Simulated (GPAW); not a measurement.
**How Sb absorbs and reflects light**

Aim: the dielectric function of Sb, and the optical constants that follow from it.

Main program and level: GPAW 26.7.0; DFT, PBE, plane-wave PAW (GPAW data sets), scalar-relativistic, RPA, optical limit.

## 1. Set-up

Symmetry: R-3m, No. 166, trigonal system. Conventional cell: a = 4.308 Å, b = 4.308 Å, c = 11.274 Å, α = 90.00°, β = 90.00°, γ = 120.00°. Nearest to Sb lie 3 Sb at 2.91 Å.

## 2. Ground state

First the ground state: is it a metal or has it a gap?

This step: DFT, PBE, plane-wave PAW (GPAW data sets), scalar-relativistic, ground state (GPAW 26.7.0).

The input, gs.py:

```python
from ase import Atoms
from ase.dft.bandgap import bandgap
from gpaw import GPAW, PW, FermiDirac

atoms = Atoms(['Sb', 'Sb'],
              cell=[[2.154200000000, 1.243727949900, 3.758000000000],
                    [-2.154200000000, 1.243727949900, 3.758000000000],
                    [0.000000000000, -2.487455899800, 3.758000000000]],
              scaled_positions=[[0.766510000000, 0.766510000000, 0.766510000000],
                                [0.233490000000, 0.233490000000, 0.233490000000]],
              pbc=[True, True, True])
atoms.calc = GPAW(mode=PW(500), xc='PBE', kpts={'size': (6, 6, 6), 'gamma': True},
                  occupations=FermiDirac(0.05), maxiter=150, txt='gs.txt')
print('energy (eV)', atoms.get_potential_energy())
print('Fermi level (eV)', atoms.calc.get_fermi_level())
print('valence electrons', atoms.calc.get_number_of_electrons())
print('gap (eV)', bandgap(atoms.calc, output=None)[0])
print('direct gap (eV)', bandgap(atoms.calc, direct=True, output=None)[0])
atoms.calc.write('gs.gpw')
```

Command:

```
$ OMP_NUM_THREADS=1 python gs.py
```

Numbers of over 12 decimals in the logs are rounded to 6 here.

The program printed:

```text
__  _  _
 | _ |_)|_||  |
 |__||  | ||/\| - 26.7.0

Versions:
  Python: 3.12.14
  ASE:    3.29.0
  Numpy:  2.5.5
  Scipy:  1.18.1
  Libxc:  7.0.0

Input parameters:
  mode=PW(ecut=500.0),
  kpts=MonkhorstPack(size=(6, 6, 6), gamma=True),
  maxiter=150,
  occupations=Occupations(name='fermi-dirac', width=0.05, fixmagmom=False),
  xc=XC(name='PBE')

Diagonalizing LCAO Hamiltonian
Converting LCAO to pw mode

       Sb

       Sb

Atoms  # Å, Bohr magnetons
|   | symbol |         x |         y |        z |    initial magnetic moments |
| 0 |     Sb |  0.000000 | -0.000000 | 8.641634 | ( 0.0000,  0.0000,  0.0000) |
| 1 |     Sb | -0.000000 | -0.000000 | 2.632366 | ( 0.0000,  0.0000,  0.0000) |

Unit cell  # Å
| periodic |         x |         y |        z |  lengths |    angles |
|      yes |  2.154200 |  1.243728 | 3.758000 | 4.506662 | 57.110173 |
|      yes | -2.154200 |  1.243728 | 3.758000 | 4.506662 | 57.110173 |
|      yes |  0.000000 | -2.487456 | 3.758000 | 4.506662 | 57.110173 |

Number of symmetries: 12
Symmetry operations  # r_c * U_cc + t_c -> r_c
|    | kind |            matrix            |
|  0 |  E   |  1, 0, 0,  0, 1, 0,  0, 0, 1 |
|  1 |  σ   |  1, 0, 0,  0, 0, 1,  0, 1, 0 |
|  2 |  σ   |  0, 1, 0,  1, 0, 0,  0, 0, 1 |
|  3 |  C3  |  0, 1, 0,  0, 0, 1,  1, 0, 0 |
|  4 |  C3  |  0, 0, 1,  1, 0, 0,  0, 1, 0 |
|  5 |  σ   |  0, 0, 1,  0, 1, 0,  1, 0, 0 |
|  6 |  C2  |  0, 0,-1,  0,-1, 0, -1, 0, 0 |
|  7 |  S6  |  0, 0,-1, -1, 0, 0,  0,-1, 0 |
|  8 |  S6  |  0,-1, 0,  0, 0,-1, -1, 0, 0 |
|  9 |  C2  |  0,-1, 0, -1, 0, 0,  0, 0,-1 |
| 10 |  C2  | -1, 0, 0,  0, 0,-1,  0,-1, 0 |
| 11 |  i   | -1, 0, 0,  0,-1, 0,  0, 0,-1 |

BZ-sampling:
  Number of BZ points: 216
  Number of IBZ points: 32

  Monkhorst-Pack size: [6, 6, 6]
  Monkhorst-Pack shift: [0.083333, 0.083333, 0.083333]

K-points  # in reciprocal-cell coordinates
|     |                                coordinates |     weight |
|   0 | (  0.00000000,   0.00000000,   0.00000000) | 0.00462963 |
|   1 | (  0.16666667,   0.00000000,  -0.16666667) | 0.02777778 |
|   2 | (  0.16666667,   0.00000000,   0.00000000) | 0.02777778 |
|   3 | (  0.16666667,   0.16666667,  -0.16666667) | 0.02777778 |
|   4 | (  0.16666667,   0.16666667,   0.00000000) | 0.02777778 |
|   5 | (  0.16666667,   0.16666667,   0.16666667) | 0.00925926 |
|   6 | (  0.33333333,  -0.16666667,  -0.16666667) | 0.02777778 |
|   7 | (  0.33333333,   0.00000000,  -0.33333333) | 0.02777778 |
|   8 | (  0.33333333,   0.00000000,  -0.16666667) | 0.05555556 |
|   9 | (  0.33333333,   0.00000000,   0.00000000) | 0.02777778 |
| ... |                                            |            |
|  31 | (  0.50000000,   0.50000000,   0.50000000) | 0.00462963 |

Plane wave coefficients: 1554
Cutoff: 500.0 eV

Spin-components: 1 (collinear spins)
Bands:           18
Projectors:      12
Spin-degeneracy: 2
Datatype:        complex128

Parallelization:
  kpt:    1
  domain: 1
  band:   1

Density:
  Valence electrons: 30.0
  Components: 1
  Grid points: [24 24 24]
  Charge: 0.0  # |e|

Potential:
  Grid points: [24 24 24]

species:
  Sb:
    name:    Antimony
    id:
    Z:       51.0
    valence: 15
    core:    36
    charge:  0.0  # [|e|]
    compensation charges:
      type: gauss
      rc: 0.36  # [Å]
      lmax: 2
    cutoffs:
      filter: 2.23  # [Å]
      core: 2.23  # [Å]
    projectors
    | kind |    occ | energy [eV] | rcut [Å] |
    |   5s |  2.000 |     -12.815 |    1.154 |
    |   5p |  3.000 |      -4.830 |    1.233 |
    |   4d | 10.000 |     -33.514 |    1.196 |
    |    s |        |      14.396 |    1.154 |
    |    p |        |      22.381 |    1.233 |
    |    d |        |      -6.303 |    1.196 |

    Using partial waves for Sb as LCAO basis

Reference energy: -352563.116496  # eV

eigensolver:
  PPCG
  Converge bands: occupied
  niter=2

density mixing:
  MSR1-Mixer
  Pratt-step length: 0.05
  Maximum mixing coefficient: 0.75
  Old densities: 10
  SVD Regularization: 0.005
  Good broyden scale: 1.0
  Trust region scale: 1.0
  Backstep threshold: 4.0
  History deletion threshold: 6.0
  Fourier metric: weight=20.0, sigma=0.015

occupation numbers:
  Fermi-Dirac:
    width: 0.0500  # eV

poisson solver:
  ecut: 4000.0  # eV

xc functional:
  name: PBE with 2 nearest neighbor stencil

convergence criteria:
- Maximum [total energy] change in last 3 cyles: 0.0005 eV / valence electron
- Maximum integral of absolute [dens]ity change: 0.0001 electrons / valence electron
- Maximum integral of absolute [eigenst]ate change: 4e-08 eV^2 / valence electron
maximum number of iterations: 150

SCF iterations
|iter     |      energy | eigst |  dens |
|iter:   1||   -8.784321 | +0.59 |       |
|iter:   2||   -8.797149 | -1.82 | -1.68 |
|iter:   3||   -8.797421c| -2.60 | -1.71 |
|iter:   4||   -8.799046c| -2.92 | -2.18 |
|iter:   5||   -8.799479c| -4.15 | -2.78 |
|iter:   6||   -8.799596c| -4.81 | -3.16 |
|iter:   7||   -8.799598c| -6.07 | -4.24c|
|iter:   8||   -8.799598c| -7.00 | -4.72c|
|iter:   9||   -8.799598c| -7.66c| -5.51c|

Converged in 9 steps
SCF loop duration: 12.363 s (1.374 s/step)
Energy contributions relative to reference atoms: (reference = -352563.116496)

Energy contributions:
  Kinetic:           2.823064
  Coulomb:          -3.923599
  Zero:              0.370602
  External:          0.000000
  Xc:               -8.068320
  Entropy:          -0.002690
  Spinorbit:         0.000000
  ----------------------------
  Free energy:      -8.800943
  Extrapolated:     -8.799598

dipole moment: (-0.000000, 0.000000, -0.000002)  # |e|*Ang

Fermi level: 6.984
Eigenvalues  # (at kpt = [0.000, 0.000, 0.000])
| band index |      eig [eV] | occ [0-2] |
|          0 |       -22.526 |     2.000 |
|        ... |               |           |
|          7 |       -22.322 |     2.000 |
|          8 |       -22.246 |     2.000 |
|          9 |       -22.246 |     2.000 |
|         10 |        -5.765 |     2.000 |
|         11 |         2.140 |     2.000 |
|         12 |         4.866 |     2.000 |
|         13 |         5.135 |     2.000 |
|         14 |         5.135 |     2.000 |
|         15 |         9.016 |     0.000 |
|         16 |         9.634 |     0.000 |
|         17 |         9.634 |     0.000 |

No gap
No difference between direct/indirect transitions

--- standard output ---
energy (eV) -8.799598
Fermi level (eV) 6.983712
valence electrons 30.0
gap (eV) 0.0
direct gap (eV) 0.0
```

Elapsed: 14 s, on 1 thread of Arm Neoverse V2, shared host; peak memory 0.15 GiB.

This step gave:

* energy: -8.800 eV
* Fermi energy: 6.984 eV
* electrons: 30

There are states at the Fermi level within the smearing, so the occupations stay smeared and the carriers get a Drude term.

## 3. Bands for the response

At the fixed density, many empty bands are solved on the mesh of the response, since the spectrum sums over them.

This step: DFT, PBE, plane-wave PAW (GPAW data sets), scalar-relativistic, bands at fixed density (GPAW 26.7.0).

The input, nscf.py:

```python
from ase.dft.bandgap import bandgap
from gpaw import GPAW, FermiDirac

calc = GPAW('gs.gpw').fixed_density(kpts={'size': (12, 12, 12), 'gamma': True}, nbands=50, convergence={'bands': 44},
                                    occupations=FermiDirac(0.05), txt='nscf.txt')
print('gap (eV)', bandgap(calc, output=None)[0])
print('direct gap (eV)', bandgap(calc, direct=True, output=None)[0])
print('top band over the Fermi level (eV)', min(calc.get_eigenvalues(kpt=k)[43] for k in range(len(calc.get_ibz_k_points()))) - calc.get_fermi_level())
calc.write('full.gpw', mode='all')
```

Command:

```
$ OMP_NUM_THREADS=1 python nscf.py
```

The program printed:

```text
Diagonalizing LCAO Hamiltonian
Converting LCAO to pw mode
convergence criteria:
- Maximum integral of absolute [eigenst]ate change: 4e-08 eV^2 / valence electron
maximum number of iterations: 150

SCF iterations
|iter     |      energy | eigst |  dens |
|iter:   1||             | +3.65 |       |
|iter:   2||             | +2.35 |       |
|iter:   3||             | +1.55 |       |
|iter:   4||             | +0.71 |       |
|iter:   5||             | -0.05 |       |
|iter:   6||             | -0.77 |       |
|iter:   7||             | -1.46 |       |
|iter:   8||             | -2.15 |       |
|iter:   9||             | -2.84 |       |
|iter:  10||             | -3.52 |       |
|iter:  11||             | -4.19 |       |
|iter:  12||             | -4.87 |       |
|iter:  13||             | -5.52 |       |
|iter:  14||             | -6.18 |       |
|iter:  15||             | -6.79 |       |
|iter:  16||             | -7.31 |       |
|iter:  17||             | -7.68c|       |
SCF steps: 17
  __  _  _
 | _ |_)|_||  |
 |__||  | ||/\| - 26.7.0

Versions:
  Python: 3.12.14
  ASE:    3.29.0
  Numpy:  2.5.5
  Scipy:  1.18.1
  Libxc:  7.0.0

Input parameters:
  mode=PW(ecut=500.0),
  convergence={'bands': 44},
  gpts=array([24, 24, 24]),
  kpts=MonkhorstPack(size=(12, 12, 12), gamma=True),
  maxiter=150,
  nbands=50,
  occupations=Occupations(name='fermi-dirac', width=0.05, fixmagmom=False),
  parallel={},
  xc=XC(name='PBE')

--- standard output ---
gap (eV) 0.0
direct gap (eV) 0.0
top band over the Fermi level (eV) 26.135437
```

Wall time 6.3 min (1 thread); peak memory 0.43 GiB.

## 4. Dielectric function, RPA

Local fields let the induced charge screen the field inside the cell, which as a rule lowers ε, most along directions where the density is uneven.

This step: DFT, PBE, plane-wave PAW (GPAW data sets), scalar-relativistic, RPA, optical limit (GPAW 26.7.0).

The input, df.py:

```python
from gpaw.response.df import DielectricFunction

df = DielectricFunction('full.gpw', frequencies={'type': 'nonlinear', 'domega0': 0.03, 'omega2': 8},
                        ecut=50,
                        eta=0.15,
                        nbands=44,
                        rate=0.05,
                        txt='df.txt')
for direction in ['x', 'z']:
    df.get_dielectric_function(xc='RPA', direction=direction, filename=f'df_{direction}.csv')
```

Command:

```
$ OMP_NUM_THREADS=1 python df.py
```

The program printed:

```text
Using integrator: PointIntegrator
NonLinearFrequencyDescriptor(from 0.000 to 59.990 eV, 488 points)
Nonperiodic BCs:  [False False False]
Using integrator: PointIntegrator
NonLinearFrequencyDescriptor(from 0.000 to 59.990 eV, 488 points)
Nonperiodic BCs:  [False False False]
Using integrator: PointIntegrator

Calculating chi0 body with:
    Ground state adapter containing:
    Number of spins: 1
    Number of kpoints: 1728
    Number of irreducible kpoints: 189
    Number of completely occupied states: 14
    Number of partially occupied states: 18

    Linear response parametrization:
    q_c: [0.0, 0.0, 0.0]
    Number of frequency points: 488
    Planewave cutoff: 50.0
    Number of bands: 44
    Number of planewaves: 59
    Broadening (eta): 0.15

Integrating chi0 body.

Symmetries of q_c:
    Direct symmetries (Uq -> q): 12
    Indirect symmetries (TUq -> q): 0
In total 12 allowed symmetries.

189 groups of equivalent kpoints. 89.0625% reduction.

Integral kind: spectral function

Calculating chi0 optical extensions with:
    Ground state adapter containing:
    Number of spins: 1
    Number of kpoints: 1728
    Number of irreducible kpoints: 189
    Number of completely occupied states: 14
    Number of partially occupied states: 18

    Linear response parametrization:
    Number of frequency points: 488
    Planewave cutoff: 50.0
    Number of bands: 44
    Number of planewaves: 59
    Broadening (eta): 0.15
Integrating chi0 head and wings.

Symmetries of q_c:
    Direct symmetries (Uq -> q): 12
    Indirect symmetries (TUq -> q): 0
In total 12 allowed symmetries.

189 groups of equivalent kpoints. 89.0625% reduction.

Integral kind: spectral function wings

Calculating drude chi0 with:
    Number of frequency points:488
    Plasma frequency decay rate: 0.05 eV

    Ground state adapter containing:
    Number of spins: 1
    Number of kpoints: 1728
    Number of irreducible kpoints: 189
    Number of completely occupied states: 14
    Number of partially occupied states: 18

Symmetries of q_c:
    Direct symmetries (Uq -> q): 12
    Indirect symmetries (TUq -> q): 0
In total 12 allowed symmetries.

189 groups of equivalent kpoints. 89.0625% reduction.

Integral kind: intraband
Plasma frequency:
[[1.  +0.j 0.  +0.j 0.  -0.j]
 [0.  +0.j 1.  +0.j 0.  +0.j]
 [0.  -0.j 0.  +0.j 2.74-0.j]]
```

Wall time 58 s (1 thread); peak memory 0.29 GiB.

Some rows of df_x.csv (energy; Re and Im without local fields; Re and Im with them):

```text
0.000000, 513.425014, 0.000000, 507.398138, 0.000000
0.460735, 94.057241, 65.266564, 87.393536, 62.426362
0.943989, 22.551805, 88.128637, 20.933501, 82.224017
1.451455, -13.752274, 59.369917, -11.805292, 55.557951
1.984998, -18.320291, 32.591759, -16.141240, 31.198136
2.546682, -15.649466, 15.731654, -14.843634, 15.666326
3.138794, -11.695803, 8.507608, -11.636878, 8.764993
3.763875, -6.364889, 4.862564, -6.652268, 4.720927
4.424758, -2.387998, 4.901910, -2.866826, 4.339739
5.124608, -3.289302, 7.817453, -2.675981, 6.769690
5.866977, -4.049427, 3.932930, -3.879225, 3.711313
6.655862, -2.546712, 3.839154, -2.257581, 3.091584
7.495775, -2.963823, 2.641235, -2.516489, 2.453110
8.391833, -2.361650, 1.692888, -2.045185, 1.629601
9.349861, -1.709924, 1.227568, -1.452627, 1.146998
10.376517, -1.202703, 0.891164, -1.001308, 0.806875
11.479449, -0.816066, 0.653176, -0.632255, 0.579309
12.667487, -0.552464, 0.469699, -0.368860, 0.462975
13.950874, -0.277675, 0.323716, -0.135311, 0.333487
```

Sum at mesh points, not converged in k. The Im ε by photon energy; read off at these points:

```
photon energy (eV)  E ∥ x  E ∥ z
              0.50   64.6   23.8
              0.78   92.0   28.6
              1.00   78.1   36.3
              1.50   53.4   48.9
              1.59   48.5   51.4
              2.00   30.9   48.1
              2.50   16.3   26.1
              3.00   11.0   13.5
              3.50   6.14   8.00
              4.00   4.27   5.73
              4.50   4.34   4.00
              5.00   6.44   5.55
              5.50   5.02   4.80
              6.00   3.26   3.68
              6.50   3.02   3.43
              7.00   3.21   3.37
              7.50   2.45   2.73
              8.00   1.86   2.04
              8.50   1.56   1.77
              9.00   1.18   1.34
              9.50   1.09   1.25
             10.00  0.815  0.939
             10.50  0.799  0.943
             11.00  0.605  0.782
             11.50  0.578  0.686
             12.00  0.493  0.659
             12.50  0.493  0.605
             13.00  0.391  0.521
             13.50  0.395  0.497
```

Values under 1 per cm are given as 1; sum at mesh points, not converged in k. Table of absorption coefficient by photon energy:

| photon energy (eV) | E ∥ x (1/cm) | E ∥ z (1/cm) |
| --- | --- | --- |
| 0.492 | 1.6e5 | 1.2e5 |
| 1.010 | 5.7e5 | 2.8e5 |
| 1.486 | 8.8e5 | 5.9e5 |
| 1.985 | 1.0e6 | 9.8e5 |
| 2.508 | 1.1e6 | 1.3e6 |
| 3.018 | 1.2e6 | 1.3e6 |
| 3.510 | 1.1e6 | 1.2e6 |
| 3.980 | 9.8e5 | 1.1e6 |
| 4.516 | 8.8e5 | 9.7e5 |
| 4.981 | 1.0e6 | 1.1e6 |
| 5.515 | 1.3e6 | 1.2e6 |
| 6.021 | 1.3e6 | 1.2e6 |
| 6.494 | 1.2e6 | 1.2e6 |
| 6.985 | 1.3e6 | 1.3e6 |
| 7.496 | 1.3e6 | 1.4e6 |
| 8.026 | 1.3e6 | 1.3e6 |
| 8.516 | 1.3e6 | 1.3e6 |
| 9.023 | 1.3e6 | 1.3e6 |
| 9.483 | 1.2e6 | 1.3e6 |
| 10.026 | 1.2e6 | 1.2e6 |
| 10.519 | 1.1e6 | 1.2e6 |
| 11.029 | 1.1e6 | 1.1e6 |
| 11.479 | 1.0e6 | 1.1e6 |
| 12.023 | 9.3e5 | 1.0e6 |
| 12.504 | 9.2e5 | 1.0e6 |
| 13.000 | 8.4e5 | 9.5e5 |
| 13.512 | 7.6e5 | 9.4e5 |

Sum at mesh points, not converged in k. The loss function −Im 1/ε at q → 0 by energy loss; read off at these points:

```csv
energy loss (eV),E ∥ x,E ∥ z
0.5,0.00564,0.0236
1.0,0.0121,0.0136
1.5,0.0177,0.0173
2.0,0.0254,0.0208
2.5,0.0319,0.0252
3.0,0.0399,0.0328
3.5,0.0559,0.0488
4.0,0.0996,0.0764
4.5,0.172,0.135
5.0,0.141,0.140
5.5,0.112,0.130
6.0,0.136,0.163
6.5,0.209,0.191
7.0,0.193,0.192
7.5,0.199,0.187
8.0,0.216,0.210
8.5,0.244,0.235
9.0,0.274,0.273
9.5,0.326,0.322
10.0,0.386,0.384
10.5,0.484,0.502
11.0,0.599,0.575
11.5,0.795,0.696
12.0,1.02,0.863
12.5,1.21,0.958
13.0,1.57,1.24
13.5,2.07,1.36
```

Sum at mesh points, not converged in k. Reflectivity at normal incidence against photon energy; read off at these points:

| photon energy (eV) | E ∥ x (%) | E ∥ z (%) |
| --- | --- | --- |
| 0.500 | 69.3 | 52.3 |
| 0.750 | 71.5 | 56.9 |
| 1.000 | 70.5 | 59.7 |
| 1.250 | 72.2 | 61.8 |
| 1.500 | 71.9 | 63.3 |
| 1.750 | 71.8 | 64.5 |
| 2.000 | 70.9 | 66.9 |
| 2.250 | 73.0 | 71.2 |
| 2.394 | 73.9 | 73.0 |
| 2.500 | 72.7 | 73.0 |
| 2.750 | 71.2 | 73.6 |
| 3.000 | 71.8 | 73.8 |
| 3.058 | 72.7 | 74.3 |
| 3.250 | 72.5 | 72.2 |
| 3.500 | 70.4 | 70.7 |
| 3.750 | 68.4 | 69.6 |
| 4.000 | 61.8 | 64.5 |
| 4.250 | 53.9 | 65.5 |
| 4.500 | 45.9 | 55.0 |
| 4.750 | 40.2 | 46.4 |
| 5.000 | 43.2 | 47.9 |
| 5.250 | 50.5 | 50.8 |
| 5.500 | 56.6 | 53.2 |
| 5.750 | 56.9 | 53.2 |
| 5.969 | 57.9 | 51.1 |
| 6.000 | 57.8 | 50.9 |
| 6.250 | 53.8 | 49.1 |
| 6.500 | 47.2 | 47.3 |
| 6.750 | 45.9 | 45.5 |
| 7.000 | 48.3 | 47.6 |
| 7.250 | 51.5 | 49.1 |
| 7.500 | 52.4 | 52.2 |
| 7.750 | 53.5 | 53.4 |
| 8.000 | 54.7 | 53.9 |
| 8.250 | 54.2 | 52.1 |
| 8.500 | 54.6 | 53.4 |
| 8.750 | 56.0 | 54.8 |
| 8.831 | 56.4 | 55.0 |
| 8.895 | 56.5 | 54.8 |
| 9.000 | 56.3 | 54.5 |
| 9.250 | 53.2 | 51.5 |
| 9.500 | 53.7 | 51.6 |
| 9.750 | 55.3 | 54.0 |
| 10.000 | 55.2 | 52.8 |
| 10.250 | 51.7 | 48.9 |
| 10.500 | 50.7 | 46.4 |
| 10.750 | 53.5 | 48.0 |
| 11.000 | 51.8 | 47.2 |
| 11.250 | 48.7 | 45.4 |
| 11.500 | 46.8 | 45.8 |
| 11.750 | 46.9 | 43.0 |
| 12.000 | 45.1 | 41.5 |
| 12.250 | 40.2 | 39.5 |
| 12.500 | 41.2 | 41.2 |
| 12.750 | 40.6 | 39.9 |
| 13.000 | 41.9 | 38.9 |
| 13.250 | 36.3 | 35.5 |
| 13.500 | 34.0 | 38.0 |
| 13.750 | 33.8 | 37.9 |

Sum at mesh points, not converged in k. Im ε, E ∥ x against photon energy; read off at these points:

| photon energy (eV) | without local fields | with local fields |
| --- | --- | --- |
| 0.50 | 67.9 | 64.6 |
| 0.78 | 98.7 | 92.0 |
| 1.00 | 84.1 | 78.1 |
| 1.50 | 57.0 | 53.4 |
| 2.00 | 32.2 | 30.9 |
| 2.50 | 16.3 | 16.3 |
| 3.00 | 10.7 | 11.0 |
| 3.50 | 6.17 | 6.14 |
| 4.00 | 4.54 | 4.27 |
| 4.50 | 4.98 | 4.34 |
| 5.00 | 7.67 | 6.44 |
| 5.50 | 5.29 | 5.02 |
| 6.00 | 3.52 | 3.26 |
| 6.50 | 3.73 | 3.02 |
| 7.00 | 3.65 | 3.21 |
| 7.50 | 2.64 | 2.45 |
| 8.00 | 1.98 | 1.86 |
| 8.50 | 1.62 | 1.56 |
| 9.00 | 1.24 | 1.18 |
| 9.50 | 1.13 | 1.09 |
| 10.00 | 0.857 | 0.815 |
| 10.50 | 0.845 | 0.799 |
| 11.00 | 0.667 | 0.605 |
| 11.50 | 0.650 | 0.578 |
| 12.00 | 0.548 | 0.493 |
| 12.50 | 0.504 | 0.493 |
| 13.00 | 0.402 | 0.391 |
| 13.50 | 0.400 | 0.395 |

Optical constants at common wavelengths, from n + ik = √ε:

| wavelength (nm) | n x | k x | R (%) x | 1/α x | n z | k z | R (%) z | 1/α z |
| --- | --- | --- | --- | --- | --- | --- | --- | --- |
| 1550 | 8.51 | 5.399 | 71.5 | 23 nm | 6.57 | 2.259 | 57.9 | 55 nm |
| 1064 | 6.38 | 6.048 | 72.0 | 14 nm | 6.52 | 3.445 | 61.9 | 25 nm |
| 633 | 3.12 | 5.096 | 70.9 | 9.9 nm | 4.95 | 4.776 | 66.0 | 11 nm |
| 532 | 2.20 | 4.827 | 73.7 | 8.8 nm | 3.29 | 5.404 | 72.4 | 7.8 nm |
| 450 | 1.68 | 4.019 | 71.2 | 8.9 nm | 1.98 | 4.589 | 73.6 | 7.8 nm |
| 365 | 1.05 | 3.205 | 71.0 | 9.1 nm | 1.26 | 3.487 | 70.9 | 8.3 nm |
| 248 | 1.54 | 2.094 | 43.2 | 9.4 nm | 1.29 | 2.156 | 47.9 | 9.2 nm |

In reflection the computed colour is light grey: x = 0.308, y = 0.329, luminous reflectivity 72 %.

## 5. What came out

**Reading.** At this level (PBE, RPA) Sb is a metal. The mesh is too coarse to trust the carriers' weight, the reflectivity or the colour to better than tens of per cent. In reflection the computed colour is light grey: x = 0.308, y = 0.329, luminous reflectivity 72 %. The carriers' damping of 0.05 eV is typed, not computed; it shapes the response at the lowest energies. Spin-orbit coupling is left out although heavy atoms are present. GPAW's carrier term has the form −ωp²/(ω + i·rate)², which damps like twice the rate and fails at low energy, so the curves leave the lowest energies out. The sum runs over mesh points 0.15 Å⁻¹ apart with no interpolation, so peaks are partly noise of the mesh, and the Drude plasma energy, a sum over the Fermi surface, isn't converged.

[Machine, clock and banner lines and Python warnings are left out of the logs.]

[Logs are printed without paths, hosts, clocks, repeated set-up lines and the standing remarks that a program may print on its own settings, such as how far it seeks lower states.]

[Hosts, paths, dates, database ids (printed as entryN), source tags and the programs' standing remarks are cut or masked in the printed files.]
